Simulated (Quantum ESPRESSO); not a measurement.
# LiCl (Fm-3m): how pressure shifts the optical phonon

Aim: the Grüneisen parameter and the pressure coefficient of an optical mode of LiCl (Fm-3m).

Program: Quantum ESPRESSO 7.5. Level of theory: DFT LDA, scalar-relativistic, plane waves, PseudoDojo norm-conserving pseudopotentials. Results are calculated unless marked as measured.

The database entry behind the starting cell differs from later determinations by our own check (0.1 to 0.3 % short, probably kX units), so it need not match the best structure at ambient conditions.

## 1. Set-up

It takes space group Fm-3m (No. 225, cubic). Conventional cell: a = 4.964 Å, b = 4.964 Å, c = 4.964 Å, α = 90.00°, β = 90.00°, γ = 90.00°. Nearest to Li lie 6 Cl at 2.48 Å. Nearest to Cl lie 6 Li at 2.48 Å. Farther neighbours and most contacts between anions are not listed.

This is the cell after its relaxation at this level of theory, not the database cell from which that began.

## 2. Runs at several volumes

The relaxed cell is scaled uniformly; in this structure symmetry fixes all atoms, so nothing has to be relaxed anew. Each volume gets a ground state and a response at Γ. The mode followed is the highest one without the macroscopic field, of symmetry T1u; longitudinal polar modes lie higher. Cutoff 81 Ry, k mesh 8×8×8.

From the response at V/V₀ = 0.97:

Log:

```text
[banners, grids, parts of the stress and lines that vanish by symmetry left out]
Program PHONON v.7.5
     Reading xml data from directory:

[...]
Exchange-correlation= PW
                           (   1   4   0   0   0   0   0)
[...]
kinetic-energy cut-off    =      81.0000  Ry
     charge density cut-off    =     324.0000  Ry
     convergence threshold     =      1.0E-18
[...]
Exchange-correlation= PW
                           (   1   4   0   0   0   0   0)
[...]
q = (   0.0000000   0.0000000   0.0000000 )
     49 Sym.Ops. (with q -> -q+G )
     G cutoff =  707.7820  (  19747 G-vectors)     FFT grid: ( 40, 40, 40)
     number of k points=    29
[...]
Mode symmetry, O_h (m-3m)  point group:
[...]
Dielectric constant
[...]
End of electric fields calculation
          Dielectric constant in cartesian axis
          (       3.235447693      -0.000000000       0.000000000 )
          (      -0.000000000       3.235447693       0.000000000 )
          (       0.000000000       0.000000000       3.235447693 )
          Effective charges (d Force / dE) in cartesian axis without acoustic sum rule applied (asr)
           atom    1  Li    Mean Z*:        1.15948
      Ex  (        1.15948       -0.00000        0.00000 )
      Ey  (        0.00000        1.15948        0.00000 )
      Ez  (        0.00000       -0.00000        1.15948 )
           atom    2  Cl    Mean Z*:       -1.16044
      Ex  (       -1.16044        0.00000        0.00000 )
      Ey  (        0.00000       -1.16044        0.00000 )
      Ez  (        0.00000        0.00000       -1.16044 )
          Effective charges Sum: Mean:       -0.00096
[...]
Effective charges (d Force / dE) in cartesian axis with asr applied:
           atom    1  Li    Mean Z*:        1.15996
[...]
atom    2  Cl    Mean Z*:       -1.15996
[...]
Representation #   1 modes #   1   2   3
[...]
End of self-consistent calculation
     Convergence has been achieved
     Representation #   2 modes #   4   5   6
[...]
End of self-consistent calculation
     Convergence has been achieved
[...]
Dielectric constant in cartesian axis
          (       3.235447693      -0.000000000       0.000000000 )
          (      -0.000000000       3.235447693       0.000000000 )
          (       0.000000000       0.000000000       3.235447693 )
          Effective charges (d Force / dE) in cartesian axis without acoustic sum rule applied (asr)
           atom    1  Li    Mean Z*:        1.15948
      Ex  (        1.15948       -0.00000        0.00000 )
      Ey  (        0.00000        1.15948        0.00000 )
      Ez  (        0.00000       -0.00000        1.15948 )
           atom    2  Cl    Mean Z*:       -1.16044
      Ex  (       -1.16044        0.00000        0.00000 )
      Ey  (        0.00000       -1.16044        0.00000 )
      Ez  (        0.00000        0.00000       -1.16044 )
          Effective charges Sum: Mean:       -0.00096
[...]
Effective charges (d Force / dE) in cartesian axis with asr applied:
           atom    1  Li    Mean Z*:        1.15996
[...]
atom    2  Cl    Mean Z*:       -1.15996
[...]
q = (    0.000000000   0.000000000   0.000000000 )
[...]
freq (    1) =      -0.030815 [THz] =      -1.027874 [cm-1]
     freq (    2) =      -0.030815 [THz] =      -1.027874 [cm-1]
     freq (    3) =      -0.030815 [THz] =      -1.027874 [cm-1]
     freq (    4) =       7.478423 [THz] =     249.453341 [cm-1]
     freq (    5) =       7.478423 [THz] =     249.453341 [cm-1]
     freq (    6) =       7.478423 [THz] =     249.453341 [cm-1]
[...]
Mode symmetry, O_h (m-3m)  point group:
     freq (   1-   3) =         -1.0  [cm-1]   --> T_1u G_15  G_4- I
     freq (   4-   6) =        249.5  [cm-1]   --> T_1u G_15  G_4- I

   JOB DONE.
```

One volume, V/V₀ = 1, is held back as a test.

| V/V₀ | volume (Å³/atom) | pressure (GPa) | ω (cm⁻¹) |
| --- | --- | --- | --- |
| 0.97 | 14.835 | 1.33 | 249.45 |
| 1 | 15.294 | 0.00 | held back |
| 1.03 | 15.753 | -1.14 | 208.24 |

## 3. The fit

The mode Grüneisen parameter is γ = −d ln ω / d ln V.

| ln(V/V₀) | ln ω |
| --- | --- |
| -0.0305 | 5.5193 |
| 0.0296 | 5.3387 |

A straight line through these points has the slope -3.009, so γ = 3.01; at V/V₀ = 1 it predicts ω = exp(5.4276 + 0.0000) = 227.61 cm⁻¹.

A parabola of pressure against ln V through V/V₀ = 0.97, 1 and 1.03 gives the bulk modulus B = −dP/d ln V = 41 GPa at V₀. With ω₀ from the fitted line the pressure coefficient follows as dω/dP = γ ω₀ / B = 3.01 × 227.6 / 41 = 16.7 cm⁻¹/GPa.

## 4. The run that was held back

Log:

```text
[banners, grids, parts of the stress and lines that vanish by symmetry left out]
[banner, memory and clock lines left out]
Program PHONON v.7.5

[...]
Exchange-correlation= PW
                           (   1   4   0   0   0   0   0)
[...]
(   8 q-points):
[...]
kinetic-energy cut-off    =      81.0000  Ry
     charge density cut-off    =     324.0000  Ry
     convergence threshold     =      1.0E-18
[...]
Exchange-correlation= PW
                           (   1   4   0   0   0   0   0)
[...]
q = (   0.0000000   0.0000000   0.0000000 )
     49 Sym.Ops. (with q -> -q+G )
     G cutoff =  722.3012  (  20179 G-vectors)     FFT grid: ( 40, 40, 40)
     number of k points=    29
[...]
Mode symmetry, O_h (m-3m)  point group:
[...]
Dielectric constant
[...]
End of electric fields calculation
          Dielectric constant in cartesian axis
          (       3.189027532       0.000000000      -0.000000000 )
          (       0.000000000       3.189027532       0.000000000 )
          (      -0.000000000       0.000000000       3.189027532 )
          Effective charges (d Force / dE) in cartesian axis without acoustic sum rule applied (asr)
           atom    1  Li    Mean Z*:        1.16591
      Ex  (        1.16591       -0.00000        0.00000 )
      Ey  (       -0.00000        1.16591        0.00000 )
      Ez  (        0.00000        0.00000        1.16591 )
           atom    2  Cl    Mean Z*:       -1.16681
      Ex  (       -1.16681        0.00000        0.00000 )
      Ey  (        0.00000       -1.16681       -0.00000 )
[...]
Convergence has been achieved
[...]
Convergence has been achieved
[...]
Convergence has been achieved
[...]
q = (    0.000000000  -1.000000000   0.000000000 )
[...]
freq (    5) =       7.255273 [THz] =     242.009842 [cm-1]
     freq (    6) =       7.963074 [THz] =     265.619558 [cm-1]
[...]
Mode symmetry, D_4h(4/mmm) point group:
     freq (   1-   2) =        128.4  [cm-1]   --> E_u  X_5' M_5'
     freq (   3-   3) =        193.0  [cm-1]   --> A_2u X_4' M_4'
     freq (   4-   5) =        242.0  [cm-1]   --> E_u  X_5' M_5'
     freq (   6-   6) =        265.6  [cm-1]   --> A_2u X_4' M_4'
[...]
Mode symmetry, D_2d (-42m) point group:
[...]
Representation #   1 mode #   1
[...]
Convergence has been achieved
     Representation #   2 mode #   2
[...]
Convergence has been achieved
     Representation #   3 modes #   3   4
[...]
End of self-consistent calculation
     Convergence has been achieved
     Representation #   4 modes #   5   6
[...]
End of self-consistent calculation
     Convergence has been achieved
[...]
q = (   -0.500000000  -1.000000000   0.000000000 )
[...]
freq (    1) =       4.913647 [THz] =     163.901621 [cm-1]
     freq (    2) =       5.085494 [THz] =     169.633824 [cm-1]
     freq (    3) =       5.085494 [THz] =     169.633824 [cm-1]
     freq (    4) =       7.666202 [THz] =     255.716974 [cm-1]
     freq (    5) =       7.666202 [THz] =     255.716974 [cm-1]
     freq (    6) =       8.263014 [THz] =     275.624486 [cm-1]
[...]
Mode symmetry, D_2d (-42m) point group:
     freq (   1-   1) =        163.9  [cm-1]   --> A_1  X_1  W_1
     freq (   2-   3) =        169.6  [cm-1]   --> E    X_5  W_3
     freq (   4-   5) =        255.7  [cm-1]   --> E    X_5  W_3
     freq (   6-   6) =        275.6  [cm-1]   --> B_2  X_3  W_2
```

It gives 228.59 cm⁻¹ against the predicted 227.61 cm⁻¹, a miss of 1.0 cm⁻¹.

## 5. Results

```
mode Grüneisen parameter : 3.009
bulk modulus             : 41.0 GPa
pressure coefficient     : 16.7 cm⁻¹/GPa
```

The highest optical mode of LiCl (Fm-3m) without the LO-TO term stiffens by 16.7 cm⁻¹ a GPa near the relaxed volume, with γ = 3.01. The power law meets all 3 runs within 0.44 %; between neighbouring volumes γ runs from 2.87 to 3.15. Such a coefficient turns a measured shift of this mode into a hydrostatic stress; uniaxial or biaxial stress splits the mode and needs deformation potentials. These are harmonic values at zero temperature for the structure held cubic, which a run at Γ can't show to be stable; the bulk modulus rests on three points.

[Host names and launcher messages were left out of these logs when they were recorded.]

[Logs are printed without paths, hosts, clocks, repeated set-up lines and the standing remarks that a program may print on its own settings, such as how far it seeks lower states.]

[Hosts, paths, dates, database ids (printed as entryN), source tags and the programs' standing remarks are cut or masked in the printed files.]
